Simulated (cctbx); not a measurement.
**Accept or mend?**

Cell a = 6.2600 Å, b = 6.2600 Å, c = 29.2050 Å, α = 90.00°, β = 90.00°, γ = 90.00°; space group I4_1/acd (no. 142, origin choice 1). The compound is RhPb2S4.

The data are simulated with cctbx, not measured: Cu Kα, λ = 1.54184 Å, to d = 0.83 Å, 50 % of the full sphere, strongest reflection 5000 counts, noise from counting, a 4 % proportional error and a noise floor of 4 counts (s.d.); no absorption.

An anisotropic refinement with weights 1/σ² prints:

```text
Rint 0.050, 260 unique reflections to 0.83 A
cycle     R1     wR2    GooF  max shift (A)
   1  0.1417  0.2933   6.158   0.00395
   3  0.1423  0.2838   5.958   0.00027
final R1 0.1423 wR2 0.2838 GooF 5.958  parameters 12  data/parameter 21.7
atom        x        y        z      Ueq    occ   su(xyz)  su(Uiso or U11)
Pb1    0.00000  0.50000  0.42575   0.0019  1.000  0.00009  0.0037
Rh1    0.50000  0.00000  0.25000   0.0030  1.000  0.00000  0.0024
S1     0.20849  0.70849  0.00000   0.0087  1.000  0.00268  0.0063
difference map: max 48.39 min -5.78 rms 2.54
Q1    0.0000  0.0000  0.0814   16   49.09  2.38 A from Rh1
Q2    0.0000  0.0000  0.1726   16   15.37  0.09 A from Pb1
Q3    0.1044  0.1493  0.4304   32    3.46  2.29 A from Pb1
Q4    0.0147  0.1734  0.3983   32    3.32  2.20 A from Pb1
Q5    0.0000  0.0000  0.0000    8    3.30  0.00 A from Rh1
Q6    0.1040  0.1534  0.9051   32    3.07  2.34 A from Pb1
```

**Question.** Can this result stand? If not, what is the likely fault?

Mend it. The fault: an atom left out, S at (0, 1/2, 0.3310). Against the right model at the same level, R1 goes from 0.0155 to 0.1423 and GooF from 0.86 to 5.96 and the top difference peak, 49.1 e/Å³, lies 2.38 Å from Rh1. Q1 is the missing atom. With scattering power missing, scale and phases suffer, so peaks may also grow on the heavy atoms.

The compound is RhPb2S4. The right model at the same level gives:

```text
Rint 0.050, 260 unique reflections to 0.83 A
cycle     R1     wR2    GooF  max shift (A)
   1  0.0159  0.0418   0.887   0.00091
   3  0.0155  0.0404   0.856   0.00004
final R1 0.0155 wR2 0.0404 GooF 0.856  parameters 17  data/parameter 15.3
atom        x        y        z      Ueq    occ   su(xyz)  su(Uiso or U11)
Pb1    0.00000  0.50000  0.42562   0.0050  1.000  0.00001  0.0010
Rh1    0.50000  0.00000  0.25000   0.0070  1.000  0.00000  0.0003
S1     0.20893  0.70893  0.00000   0.0119  1.000  0.00035  0.0009
S2     0.00000  0.50000  0.33110   0.0129  1.000  0.00009  0.0083
difference map: max 2.41 min -1.77 rms 0.51
Q1    0.0000  0.2500  0.1250   16    2.41  2.02 A from S2
Q2    0.0905  0.1194  0.8253   32    1.96  0.94 A from Pb1
Q3    0.0388  0.0973  0.4306   32    1.92  0.74 A from S2
Q4    0.1489  0.2249  0.9904   32    1.67  0.94 A from S1
Q5    0.0709  0.2476  0.0405   32    1.61  1.83 A from S1
Q6    0.0159  0.0632  0.5932   32    1.26  0.54 A from S2
```

Isotropic U is held between 0.0001 and 1 Å² by the program, and listed peak heights are interpolated, so they can pass the grid's maximum.

This is a model crystal, built by substitution and not relaxed, with assumed displacement parameters.

[Middle refinement cycles are left out of these outputs.]

[Logs are printed without paths, hosts, clocks, repeated set-up lines and the standing remarks that a program may print on its own settings, such as how far it seeks lower states.]
